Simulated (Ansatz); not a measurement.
# InPt3C (Pm-3m): Grüneisen parameters

Aim: how the phonons of InPt3C (Pm-3m) shift with volume, and the thermal expansion that follows.

Calculated with Ansatz 0.2.0; DFT PBEsol, scalar-relativistic, plane waves, PAW; PAW set soft_1.

### 1. Starting point

The structure is cubic, space group Pm-3m (No. 221). The conventional cell has a = 4.198 Å, b = 4.198 Å, c = 4.198 Å, α = 90.00°, β = 90.00°, γ = 90.00°. Nearest to In lie 12 Pt at 2.97 Å. Pt has 2 C at 2.10 Å and 8 Pt at 2.97 Å and 4 In at 2.97 Å nearest. Nearest to C lie 6 Pt at 2.10 Å. Farther neighbours are not listed.

### 2. The dispersion

The cell comes from relaxations at this level that are not shown. Stability and thermal properties need the whole zone. Linear response on a 4×4×4 q mesh gives force constants as far as a supercell of that size would.

The input, input.yaml:

```yaml
crystal:
  lattice:
    - [4.1977651068, 0.0, 0.0]
    - [0.0, 4.1977651068, 0.0]
    - [0.0, 0.0, 4.1977651068]
  atoms:
    - { symbol: In, position: [0.0, 0.0, 0.0] }
    - { symbol: Pt, position: [0.5, 0.0, 0.5] }
    - { symbol: Pt, position: [0.5, 0.5, 0.0] }
    - { symbol: Pt, position: [0.0, 0.5, 0.5] }
    - { symbol: C, position: [0.5, 0.5, 0.5] }
kpoints:
  mp_grid: { grid: [8, 8, 8] }
hamiltonian:
  xc: pbesol
  pseudopotentials: { kind: paw, azcp: { folder: soft_1 }, xc_functional: pbe }
scf:
  occupations: { method: methfessel_paxton, width: 0.2 }
output:
  eigenvalues: true
phonons:
  method: dfpt
  qmesh: [4, 4, 4]
  temperatures: { t_max: 1000, t_step: 50 }
  qpath:
    path:
      - [[0.0, 0.0, 0.0], [0.0, 0.5, 0.0], [0.5, 0.5, 0.0], [0.0, 0.0, 0.0], [0.5, 0.5, 0.5], [0.0, 0.5, 0.0]]
      - [[0.5, 0.5, 0.5], [0.5, 0.5, 0.0]]
    npoints: 10
```

Run with:

```
ansatz run input.yaml --threads 4 --pin off --max-ram 10240MiB --backend cpu --events-out ev --progress --plain --runs-dir out
```

Numbers of over 12 decimals in the logs are rounded to 6 here.

The program printed:

```text
Engine: ansatz 0.2.0, aarch64-unknown-linux-gnu
Pseudopotentials: kind: paw
Pseudopotential: In, paw, valence charge 13, recommended cutoff 420 eV (normal), soft_1/In.paw.azcp
Pseudopotential: Pt, paw, valence charge 18, recommended cutoff 420 eV (normal), soft_1/Pt.paw.azcp
Pseudopotential: C, paw, valence charge 4, recommended cutoff 420 eV (normal), soft_1/C.paw.azcp
Functional definition: PBEsol
  exchange = pbesol_x
  correlation = pbesol_c
Crystal: 5 atoms, lattice volume = 73.970 Å³
Basis set: ecut = 420 eV, 1419 PW (Γ), exchange–correlation on 60×60×60 points (8 copies of the dense FFT grid, shifted against one another)
Bands: 43, of which v1, the nominal top of the filled ones, is band 36 counted from 1 (35 counted from 0)
Symmetry: 48 space group operations
k-points: 35 of 512
Non-local potential: In, projectors of the file, l = 0: 2, l = 1: 2, l = 2: 2, l = 3: 1
Non-local potential: Pt, projectors of the file, l = 0: 3, l = 1: 2, l = 2: 2, l = 3: 1
Non-local potential: C, projectors of the file, l = 0: 2, l = 1: 2, l = 2: 1
PAW form: soft (Blöchl's): semilocal exchange-correlation on the pseudo side does not see the compensation charge
PAW frozen core: In, regenerated for the run's functional, and the local potential with it (the file was generated under x = pbe(κ = 0.804, μ = 0.219515), c = pbe(β = 0.066725))
PAW frozen core: Pt, regenerated for the run's functional, and the local potential with it (the file was generated under x = pbe(κ = 0.804, μ = 0.219515), c = pbe(β = 0.066725))
PAW frozen core: C, regenerated for the run's functional, and the local potential with it (the file was generated under x = pbe(κ = 0.804, μ = 0.219515), c = pbe(β = 0.066725))
PAW one-centre angular grid: In, 590 points (default); XC on 64 Gauss nodes
PAW one-centre angular grid: Pt, 590 points (default); XC on 64 Gauss nodes
PAW one-centre angular grid: C, 110 points (default); XC on 64 Gauss nodes
Initial density: superposition of atomic densities (chi_scale 0.1, normalization cell, long waves kept (reshape's long-wave potential 0.00 eV rms))
Initial wavefunctions: pseudopotential atomic-orbital guess
Functional: x = pbesol(κ = 0.804, μ = 0.123457), c = pbesol(β = 0.046)
SCF iter   1: F=—  HF=-42929.761806 eV  |F-HF|=—  |Δ(HF+E_count)|=         —  Δρ=1.08e-1  dr2=1.09e1  ethr=3.10e-3  ⟨swp⟩=5.4  Hψ=4929  notcnv=0
preconditioner: auto → Kerker (q_TF=auto, 2.710 Å⁻¹)  [metal: Δε(μ)=0.018 eV  Ē_g=10.855 eV  σ=0.200 eV  W_gap=0.08  n_scr=26 (ndim 8)  ℏωp=29.6 eV  f_vac=0.000  D(μ)=4.41/eV (n_scr^D=32)]
SCF iter   2: F=—  HF=-42927.848475 eV  |F-HF|=—  |Δ(HF+E_count)|=    1.91e0  S|Δr|=    0.00e0  Δρ=5.39e-2  dr2=2.79e0  ethr=3.10e-3  ⟨swp⟩=2.0  Hψ=2429  notcnv=0  defer=54
SCF iter   3: F=—  HF=-42927.175859 eV  |F-HF|=—  |Δ(HF+E_count)|=   6.73e-1  S|Δr|=    0.00e0  Δρ=8.50e-3  dr2=7.30e-2  ethr=3.10e-3  ⟨swp⟩=2.0  Hψ=2279  notcnv=0  defer=54
SCF iter   4: F=—  HF=-42927.159162 eV  |F-HF|=—  |Δ(HF+E_count)|=   1.67e-2  S|Δr|=    0.00e0  Δρ=1.85e-3  dr2=3.59e-3  ethr=1.03e-4  ⟨swp⟩=1.1  Hψ=1809  notcnv=0  defer=54
SCF iter   5: F=—  HF=-42927.158285 eV  |F-HF|=—  |Δ(HF+E_count)|=   8.78e-4  S|Δr|=    0.00e0  Δρ=5.76e-4  dr2=6.57e-4  ethr=5.05e-6  ⟨swp⟩=2.0  Hψ=1859  notcnv=0  defer=54
SCF iter   6: F=—  HF=-42927.158097 eV  |F-HF|=—  |Δ(HF+E_count)|=   1.87e-4  S|Δr|=    0.00e0  Δρ=1.83e-4  dr2=5.03e-5  ethr=9.26e-7  ⟨swp⟩=2.0  Hψ=2041  notcnv=0  defer=54
SCF iter   7: F=—  HF=-42927.158078 eV  |F-HF|=—  |Δ(HF+E_count)|=   1.99e-5  S|Δr|=    0.00e0  Δρ=4.23e-5  dr2=1.34e-6  ethr=7.09e-8  ⟨swp⟩=2.0  Hψ=1894  notcnv=0  defer=54
SCF iter   8: F=—  HF=-42927.158076 eV  |F-HF|=—  |Δ(HF+E_count)|=   1.97e-6  S|Δr|=    0.00e0  Δρ=5.98e-6  dr2=1.58e-8  ethr=1.89e-9  ⟨swp⟩=2.0  Hψ=2168  notcnv=0  defer=54
SCF iter   9: F=—  HF=-42927.158076 eV  |F-HF|=—  |Δ(HF+E_count)|=   5.77e-9  S|Δr|=    0.00e0  Δρ=1.15e-6  dr2=8.94e-10  ethr=2.22e-11  ⟨swp⟩=2.1  Hψ=1978  notcnv=0  defer=54
SCF iter  10: F=—  HF=-42927.158076 eV  |F-HF|=—  |Δ(HF+E_count)|=  2.18e-11  S|Δr|=    0.00e0  Δρ=2.58e-7  dr2=5.47e-11  ethr=1.26e-12  ⟨swp⟩=2.1  Hψ=2098  notcnv=0  defer=54
SCF iter  11: F=-42927.158076 eV  HF=-42927.158076 eV  |F-HF|=0.00e0  |Δ(HF+E_count)|=  7.28e-12  S|Δr|=    0.00e0  Δρ=6.84e-8  dr2=3.71e-12  ethr=1.00e-12  ⟨swp⟩=10.2  Hψ=6964  notcnv=0
SCF 1 converged in 11 iterations: F = -42927.158076 eV  dr2 = 3.71e-12
  greatest PAW one-centre occupation: 1.000 electrons in one spin orbital (limit 2), on the Pt atom at site 3 (counted from 0), in its partial waves of l = 0
phonons: the bands overlap, so this run is a metal and interpolates without the dipole-dipole term. If the crystal is really an insulator or semiconductor, its LO-TO splitting is missing
NSCF: frozen V_eff on 35 k-points
NSCF: frozen V_eff on 125 k-points
DFPT response loops at q = (0, 0, 0) (fractional): preconditioner auto → Kerker (q_TF=auto, 2.710 Å⁻¹) (partly filled bands, converged f_vac=0.000); β = 1.00, the filter's whole step (`scf.mixing.beta` (0.50) is not read by the response loops under this deck's `scf.mixing.preconditioner`; to damp them name `kerker` or `kerker_dos`, under which they read `scf.mixing.beta`, and type it under 1.00, their step now; both keys bind the ground state too); Broyden in place of MSR1
NSCF: frozen V_eff on 400 k-points
DFPT response loops at q = (0, 0, 0.25) (fractional): mixed as the last ones told, above
NSCF: frozen V_eff on 250 k-points
DFPT response loops at q = (0, 0, -0.5) (fractional): mixed as the last ones told, above
NSCF: frozen V_eff on 640 k-points
DFPT response loops at q = (0, 0.25, 0.25) (fractional): mixed as the last ones told, above
NSCF: frozen V_eff on 400 k-points
DFPT response loops at q = (0, 0.25, -0.5) (fractional): mixed as the last ones told, above
NSCF: frozen V_eff on 250 k-points
DFPT response loops at q = (0, -0.5, -0.5) (fractional): mixed as the last ones told, above
NSCF: frozen V_eff on 1024 k-points
DFPT response loops at q = (0.25, 0.25, 0.25) (fractional): mixed as the last ones told, above
NSCF: frozen V_eff on 640 k-points
DFPT response loops at q = (0.25, 0.25, -0.5) (fractional): mixed as the last ones told, above
NSCF: frozen V_eff on 400 k-points
DFPT response loops at q = (0.25, -0.5, -0.5) (fractional): mixed as the last ones told, above
NSCF: frozen V_eff on 250 k-points
DFPT response loops at q = (-0.5, -0.5, -0.5) (fractional): mixed as the last ones told, above
SCF converged after 11 iterations
Stability not checked: this state was not tested for a lower state beside it, because cold or Methfessel-Paxton smearing, or corrected tetrahedra, fill the levels in a way that the test cannot read (fill_not_monotonic; see scf.lower_state_search)
Free energy (F): -42927.158076 eV
Harris-Foulkes:  -42927.158076 eV  (|F-HF|=0.00e0)
Internal energy: -42927.154234 eV  (E = F + TS)
E sigma→0 (E₀):  -42927.157115 eV
Entropy (-TS):   -0.003842 eV (-0.768 meV/atom)
Fermi energy:    19.389274 eV
--- Per-component energies (eV) ---
  E_band       = -492.423669
  E_kinetic    = 2101.226123
  E_local      = -5958.934481  (includes V_loc(G=0)·N_el)
  E_nonlocal   = 975.511747
  E_hartree    = 2298.666885
  E_xc         = -881.050671
  E_vxc        = -959.870161  (∫ρ·V_xc dr)
  E_paw        = -32274.095445  (= ΣΔE_a)
  E_vpaw       = -1247.694090  (= ΣTr[D̂ρ^β])
  E_aug_tail   = 0.003389  (compensation charges beyond the density's cutoff)
  E_ewald      = -9189.599877
  E_core_change = 1.118098  (= ΣΔE_core)
  E_smearing   = -0.003842  (= −TS)
  E_closure    = 0.000000  (closes the sum)
  Σ components = -42927.158076   (vs F -42927.158076, Δ=0.00e0)
--- Band table (eV; the first three rows and the last of 35) ---
  k-point 0: bands = [... 32 lower, 18.4441, 18.4881, 18.4881, 18.4881, 20.8760, 20.8760, 20.8760, 21.9186, ... 3 higher]
  k-point 1: bands = [... 32 lower, 18.3130, 18.4885, 18.5831, 18.5831, 20.4610, 21.1689, 21.1689, 22.3274, ... 3 higher]
  k-point 2: bands = [... 32 lower, 17.9367, 18.4893, 18.8181, 18.8181, 20.4525, 21.9359, 21.9359, 22.4293, ... 3 higher]
  k-point 34: bands = [... 32 lower, 17.1643, 18.2777, 18.2777, 18.2777, 20.4597, 20.4597, 20.4597, 20.6301, ... 3 higher]
--- Phonons (Γ-DFPT): 4 representative perturbations + reference (Σ response iterations 15) ---
  ASR residual: 6.185e-5 → 0.000e0 eV/Å²; symmetrization residual: 3.530e-6 eV/Å²
  ASR residual per site (eV/Å²): 1.55e-5 6.18e-5 6.18e-5 6.18e-5 1.11e-5
  Γ frequencies (cm⁻¹): -65.64 -65.64 -65.64 0.00 0.00 0.00 17.64 17.64 17.64 95.69 95.69 95.69 371.11 371.11 371.11
--- Phonons (arbitrary-q DFPT): 10 irreducible q on the 4×4×4 mesh ---
  q = [0.0000, 0.0000, 0.0000] (star 1, of the zone-centre solve; hermiticity 6.09e-7, symmetrization 9.62e-12): -65.64 -65.64 -65.64 -0.00 0.00 0.00 17.64 17.64 17.64 95.69 95.69 95.69 371.11 371.11 371.11
  q = [0.0000, 0.0000, 0.2500] (star 6, 9 solved perturbations in 1560 linear systems a pass and spin channel, the states on 200 of 512 k-point pairs; hermiticity 8.04e-7, symmetrization 1.06e-12): -68.33 -65.03 -65.03 -29.06 -29.06 9.93 35.10 35.10 95.10 95.10 101.06 110.15 366.22 366.22 522.92
  q = [0.0000, 0.0000, -0.5000] (star 3, 9 solved perturbations in 975 linear systems a pass and spin channel, the states on 125 of 512 k-point pairs; hermiticity 3.72e-7, symmetrization 1.51e-12): -71.03 -69.71 -69.71 -32.10 -32.10 27.06 43.42 43.42 95.54 95.54 112.23 129.00 354.60 354.60 627.74
  q = [0.0000, 0.2500, 0.2500] (star 12, 9 solved perturbations in 2460 linear systems a pass and spin channel, the states on 320 of 512 k-point pairs; hermiticity 5.28e-7, symmetrization 1.56e-13): -83.94 -72.86 -67.04 -53.11 -41.37 -40.34 38.16 83.60 95.15 101.56 105.00 130.00 358.54 510.97 525.99
  q = [0.0000, 0.2500, -0.5000] (star 12, 15 solved perturbations on 200 of 512 k-point pairs; hermiticity 4.50e-7, symmetrization 2.90e-13): -85.27 -83.81 -80.27 -65.78 -40.89 -33.84 41.67 83.33 96.22 102.80 111.35 149.49 357.00 514.60 623.20
  q = [0.0000, -0.5000, -0.5000] (star 3, 9 solved perturbations in 975 linear systems a pass and spin channel, the states on 125 of 512 k-point pairs; hermiticity 6.11e-7, symmetrization 2.39e-13): -99.83 -99.83 -91.09 -91.09 -53.17 39.75 46.73 83.19 96.87 106.54 106.54 165.76 366.12 623.45 623.45
  q = [0.2500, 0.2500, 0.2500] (star 8, 4 solved perturbations in 1376 linear systems a pass and spin channel, the states on 512 of 512 k-point pairs; hermiticity 2.91e-7, symmetrization 2.12e-12): -89.40 -74.27 -73.59 -73.59 -53.26 -53.26 81.10 81.10 101.57 101.57 105.28 150.00 504.30 526.08 526.08
  q = [0.2500, 0.2500, -0.5000] (star 12, 9 solved perturbations in 2460 linear systems a pass and spin channel, the states on 320 of 512 k-point pairs; hermiticity 2.57e-7, symmetrization 1.03e-12): -82.91 -80.71 -79.37 -77.31 -62.72 -43.10 81.02 83.25 102.28 102.96 107.84 168.51 514.69 526.93 620.55
  q = [0.2500, -0.5000, -0.5000] (star 6, 9 solved perturbations in 1560 linear systems a pass and spin channel, the states on 200 of 512 k-point pairs; hermiticity 2.24e-7, symmetrization 2.93e-13): -82.15 -82.15 -74.05 -74.05 -60.64 -41.68 75.56 83.51 102.91 106.71 106.71 184.37 523.86 618.90 618.90
  q = [-0.5000, -0.5000, -0.5000] (star 1, 4 solved perturbations in 350 linear systems a pass and spin channel, the states on 125 of 512 k-point pairs; hermiticity 7.88e-8, symmetrization 4.46e-12): -64.27 -64.27 -64.27 -21.35 -21.35 -21.35 81.21 81.21 107.16 107.16 107.16 201.04 617.23 617.23 617.23
  sum rule: each row above includes the acoustic sum rule's correction from the zone centre's row sums; it moved no ω² by more than (0.50 cm⁻¹)²
  mesh force constants: q→R imaginary residual 7.59e-19; ASR residual 6.185e-5 → 0.000e0 eV/Å²; symmetrization residual 1.421e-14 eV/Å²
  interpolated dispersion: 62 rows × 15 modes
  density of states and harmonic sums: on the 16×16×16 q-mesh, interpolated from the force constants of a 4×4×4 supercell (no non-analytic term)
  largest difference from the sums on the solved wave vectors: F 3.84e-2 eV, S 4.52e-5 and C_V 8.81e-6 eV/K
  zero-point energy: 0.130859 eV/cell   skipped modes (ω ≤ 0): 960, of them read as no rigid motion or as one in doubt: 957 (5.890e0 modes/cell left out, lowest -99.83 cm⁻¹)   left out of the sums: 3.93e-1 of the cell's modes: C_V's classical limit lies that fraction below 3 k_B per atom; for a crystal, a wire or a layer, F and S can be off by more, and a phonons.interpolated_qmesh denser along its periods is the remedy for the sampling
```

It took 26 min on 4 threads of Arm Neoverse V1, shared host; peak memory 3.7 GiB; 1.7 h of CPU time.

This step gave:

| Item | Value |
| --- | --- |
| volume per atom | 14.79 Å³ |
| gap on the k-mesh | 0 eV |
| sum-rule residual before enforcement | 6.18e-5 eV/Å² |
| lowest frequency on the path | -99.83 cm⁻¹ |
| point group | m-3m |
| highest frequency on the path or at a solved wavevector | 627.7 cm⁻¹ |
| highest optical mode at the zone centre (no LO-TO term) | 371.1 cm⁻¹ |
| lowest optical zone-centre mode | -65.64 cm⁻¹ |
| lowest mode on the q mesh (acoustic modes at Γ apart) | -99.83 cm⁻¹ |

Frequencies (cm⁻¹) solved at each irreducible wavevector; negative means imaginary. Frequencies by wavevector, by row:

```tsv
q in reciprocal lattice units	star	mode 1	mode 2	mode 3	mode 4	mode 13	mode 14	mode 15
0 0 0	1	-65.6	-65.6	-65.6	0	371.1	371.1	371.1
0 0 0.25	6	-68.3	-65	-65	-29.1	366.2	366.2	522.9
0 0 -0.5	3	-71	-69.7	-69.7	-32.1	354.6	354.6	627.7
0 0.25 0.25	12	-83.9	-72.9	-67	-53.1	358.5	511	526
0 0.25 -0.5	12	-85.3	-83.8	-80.3	-65.8	357	514.6	623.2
0 -0.5 -0.5	3	-99.8	-99.8	-91.1	-91.1	366.1	623.5	623.5
0.25 0.25 0.25	8	-89.4	-74.3	-73.6	-73.6	504.3	526.1	526.1
0.25 0.25 -0.5	12	-82.9	-80.7	-79.4	-77.3	514.7	526.9	620.5
0.25 -0.5 -0.5	6	-82.2	-82.2	-74	-74	523.9	618.9	618.9
-0.5 -0.5 -0.5	1	-64.3	-64.3	-64.3	-21.4	617.2	617.2	617.2
```

Symmetry leaves 10 wavevectors to solve. The lowest mode among them, the acoustic zeros apart, lies at q = (0, -0.5, -0.5) and is imaginary, 99.8i cm⁻¹, so the energy falls along it.

### 3. Relaxing at another volume, volume ratio 0.97

The volume is scaled by 0.97 and held; symmetry leaves nothing to relax, so this is a single point. The modes can then be followed against volume.

input.yaml, the sections that differ from step 2:

```yaml
crystal:
  lattice:
    - [4.1553605399, 0.0, 0.0]
    - [0.0, 4.1553605399, 0.0]
    - [0.0, 0.0, 4.1553605399]
  atoms:
    - { symbol: In, position: [0.0, 0.0, 0.0] }
    - { symbol: Pt, position: [0.5, 0.0, 0.5] }
    - { symbol: Pt, position: [0.5, 0.5, 0.0] }
    - { symbol: Pt, position: [0.0, 0.5, 0.5] }
    - { symbol: C, position: [0.5, 0.5, 0.5] }
output:
  forces: true
  stress: true
  eigenvalues: true
# kpoints, hamiltonian, scf: as in step 2
# phonons: removed
```

The program printed:

```text
[...]
Crystal: 5 atoms, lattice volume = 71.751 Å³
Basis set: ecut = 420 eV, 1365 PW (Γ), exchange–correlation on 60×60×60 points (8 copies of the dense FFT grid, shifted against one another)
Bands: 43, of which v1, the nominal top of the filled ones, is band 36 counted from 1 (35 counted from 0)
Symmetry: 48 space group operations
[...]
k-points: 35 of 512
[...]
k-point 0: bands = [... 32 lower, 19.2221, 19.2762, 19.2762, 19.2762, 21.6109, 21.6109, 21.6109, 22.9271, ... 3 higher]
  k-point 1: bands = [... 32 lower, 19.0824, 19.2766, 19.3696, 19.3696, 21.2574, 21.9192, 21.9192, 23.3116, ... 3 higher]
  k-point 2: bands = [... 32 lower, 18.6822, 19.2774, 19.6004, 19.6004, 21.3033, 22.7246, 22.7246, 23.4129, ... 3 higher]
  k-point 34: bands = [... 32 lower, 17.8779, 19.0496, 19.0496, 19.0496, 21.3331, 21.3331, 21.3331, 21.5634, ... 3 higher]
[key lines of the parts left out:]
SCF converged after 8 iterations
Free energy (F): -42927.109308 eV
Fermi energy:    20.197736 eV
P = ⅓ Tr σ = 7.2531 GPa (72.531 kbar)
```

Run time: 1.8 s. Hardware: 4 threads; peak memory 0.43 GiB.

This step gave:

| Quantity | Value |
| --- | --- |
| pressure | 7.253 GPa |
| volume per atom | 14.35 Å³ |

The run ends at a pressure of 7.25 GPa.

### 4. Phonons at the other volume, volume ratio 0.97

The phonons are repeated at this volume on the same k and q meshes.

Edit input.yaml of step 3 so:

```diff
@@ -19,4 +19,11 @@
 output:
-  forces: true
-  stress: true
   eigenvalues: true
+phonons:
+  method: dfpt
+  qmesh: [4, 4, 4]
+  temperatures: { t_max: 1000, t_step: 50 }
+  qpath:
+    path:
+      - [[0.0, 0.0, 0.0], [0.0, 0.5, 0.0], [0.5, 0.5, 0.0], [0.0, 0.0, 0.0], [0.5, 0.5, 0.5], [0.0, 0.5, 0.0]]
+      - [[0.5, 0.5, 0.5], [0.5, 0.5, 0.0]]
+    npoints: 10
```

The program printed:

```text
[...]
Crystal: 5 atoms, lattice volume = 71.751 Å³
Basis set: ecut = 420 eV, 1365 PW (Γ), exchange–correlation on 60×60×60 points (8 copies of the dense FFT grid, shifted against one another)
Bands: 43, of which v1, the nominal top of the filled ones, is band 36 counted from 1 (35 counted from 0)
Symmetry: 48 space group operations
k-points: 35 of 512
[...]
SCF iter   1: F=—  HF=-42929.709709 eV  |F-HF|=—  |Δ(HF+E_count)|=         —  Δρ=1.10e-1  dr2=1.07e1  ethr=3.10e-3  ⟨swp⟩=5.5  Hψ=5028  notcnv=0
[...]
SCF iter  11: F=-42927.109308 eV  HF=-42927.109308 eV  |F-HF|=2.18e-11  |Δ(HF+E_count)|=  7.28e-12  S|Δr|=    0.00e0  Δρ=6.58e-8  dr2=3.39e-12  ethr=1.00e-12  ⟨swp⟩=10.3  Hψ=6945  notcnv=0
SCF 1 converged in 11 iterations: F = -42927.109308 eV  dr2 = 3.39e-12
[...]
NSCF: frozen V_eff on 35 k-points
[...]
SCF converged after 11 iterations
[...]
Free energy (F): -42927.109308 eV
[...]
Internal energy: -42927.103487 eV  (E = F + TS)
E sigma→0 (E₀):  -42927.107853 eV
Entropy (-TS):   -0.005822 eV (-1.164 meV/atom)
Fermi energy:    20.197740 eV
[...]
--- Band table (eV; the first three rows and the last of 35) ---
  k-point 0: bands = [... 32 lower, 19.2221, 19.2762, 19.2762, 19.2762, 21.6109, 21.6109, 21.6109, 22.9271, ... 3 higher]
  k-point 1: bands = [... 32 lower, 19.0824, 19.2766, 19.3696, 19.3696, 21.2574, 21.9192, 21.9192, 23.3116, ... 3 higher]
  k-point 2: bands = [... 32 lower, 18.6822, 19.2774, 19.6004, 19.6004, 21.3033, 22.7246, 22.7246, 23.4129, ... 3 higher]
  k-point 34: bands = [... 32 lower, 17.8779, 19.0496, 19.0496, 19.0496, 21.3331, 21.3331, 21.3331, 21.5634, ... 3 higher]
[...]
ASR residual: 6.035e-5 → 0.000e0 eV/Å²; symmetrization residual: 2.824e-6 eV/Å²
  ASR residual per site (eV/Å²): 1.76e-5 6.03e-5 6.03e-5 6.03e-5 8.99e-6
[...]
--- Phonons (arbitrary-q DFPT): 10 irreducible q on the 4×4×4 mesh ---
[...]
interpolated dispersion: 62 rows × 15 modes
[...]
```

Elapsed: 27 min, on 4 threads; peak memory 3.6 GiB; 1.8 h of CPU time.

Numbers from this step:

```
sum-rule residual before enforcement                    : 6.03e-5 eV/Å²
lowest frequency on the path                            : -99.75 cm⁻¹
highest frequency on the path or at a solved wavevector : 667.0 cm⁻¹
highest optical mode at the zone centre (no LO-TO term) : 418.7 cm⁻¹
lowest optical zone-centre mode                         : -62.99 cm⁻¹
lowest mode on the q mesh (acoustic modes at Γ apart)   : -99.75 cm⁻¹
```

Frequencies (cm⁻¹) solved at each irreducible wavevector; negative means imaginary. Frequencies by wavevector, by row:

```tsv
q in reciprocal lattice units	star	mode 1	mode 2	mode 3	mode 4	mode 13	mode 14	mode 15
0 0 0	1	-63	-63	-63	0	418.7	418.7	418.7
0 0 0.25	6	-66.6	-63.4	-63.4	-24.4	413.4	413.4	563
0 0 -0.5	3	-69.8	-69.3	-69.3	-20.9	402.1	402.1	667
0 0.25 0.25	12	-84.4	-71.5	-65.1	-49.3	406.5	551.7	566.2
0 0.25 -0.5	12	-86.3	-83.6	-78.7	-64.8	405	555	662.1
0 -0.5 -0.5	3	-99.8	-99.8	-93.3	-93.3	414.2	662.1	662.1
0.25 0.25 0.25	8	-90.9	-72.4	-72.4	-69.8	545.3	566.4	566.4
0.25 0.25 -0.5	12	-83.5	-80.1	-78.1	-77.6	555.5	567.3	659.5
0.25 -0.5 -0.5	6	-82	-82	-75.7	-75.7	564.6	658	658
-0.5 -0.5 -0.5	1	-63.9	-63.9	-63.9	-22.8	656.5	656.5	656.5
```

The highest optical mode at the zone centre (no LO-TO term) is 418.7 cm⁻¹, +47.6 cm⁻¹ against the base run.

(Continued in part 2 of 2.)

[Logs are printed without paths, hosts, clocks, repeated set-up lines and the standing remarks that a program may print on its own settings, such as how far it seeks lower states.]

[Hosts, paths, dates, database ids (printed as entryN), source tags and the programs' standing remarks are cut or masked in the printed files.]
